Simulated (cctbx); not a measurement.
**Zr3V3NiBi2: precision against data quality**

Space group P-62m (no. 189), a = 7.3860 Å, b = 7.3860 Å, c = 3.6110 Å, α = 90.00°, β = 90.00°, γ = 120.00°.

```
atom  mult.    x       y    z  Ueq (Å²)
 Bi1      2  1/3     2/3    0    0.0120
 Zr1      3    0  0.6082  1/2    0.0189
 Ni1      1    0       0  1/2    0.0216
  V1      3    0  0.2485    0    0.0184
```

The model was made for the exercise: a known structure type with other elements put in, its volume estimated, not relaxed; displacement parameters are assumed.

Five simulated data sets (cctbx; Ag Kα, λ = 0.56087 Å; 4 % proportional error) differ in resolution or exposure (noise floor 15 counts in the first three, 8 in the last two). Each is refined with the right model, isotropic at 1.1 Å and anisotropic otherwise. How do the figures of merit and the uncertainties move?

| d min (Å) | top counts | ⟨I/σ⟩ (unmerged, absences included) | unique | param. (scale apart) | Rint | R1 | GooF | largest s.u. xyz (fractional) | s.u. U of V1 (Å²) | largest error (Å) |
| --- | --- | --- | --- | --- | --- | --- | --- | --- | --- | --- |
| 1.1 | 5000 | 13.0 | 67 | 6 | 0.046 | 0.0182 | 1.60 | 0.00088 | 0.0019 | 0.0081 |
| 0.84 | 5000 | 10.9 | 137 | 12 | 0.054 | 0.0130 | 0.99 | 0.00037 | 0.0015 | 0.0028 |
| 0.6 | 5000 | 7.2 | 343 | 12 | 0.080 | 0.0178 | 0.93 | 0.00027 | 0.0010 | 0.0035 |
| 0.75 | 300 | 2.0 | 181 | 12 | 0.324 | 0.0529 | 0.84 | 0.00133 | 0.0074 | 0.0132 |
| 0.75 | 3000 | 9.0 | 181 | 12 | 0.067 | 0.0143 | 0.85 | 0.00032 | 0.0012 | 0.0032 |

GooF reaches 1.6 where the model lacks something that the data hold (anisotropy at the isotropic level, for one). The s.u. of U for V1 goes 0.0019, 0.0015, 0.0010 Å² with resolution and 0.0074, 0.0012 Å² with exposure.

The 1.1 Å row also differs in its displacement model, so it isn't a clean test of resolution.

Hardware for the 0.6 Å refinement: 0.48 s on 1 thread of Arm Neoverse N1, with other jobs on the host, peak memory 0.09 GiB.

[Logs are printed without paths, hosts, clocks, repeated set-up lines and the standing remarks that a program may print on its own settings, such as how far it seeks lower states.]
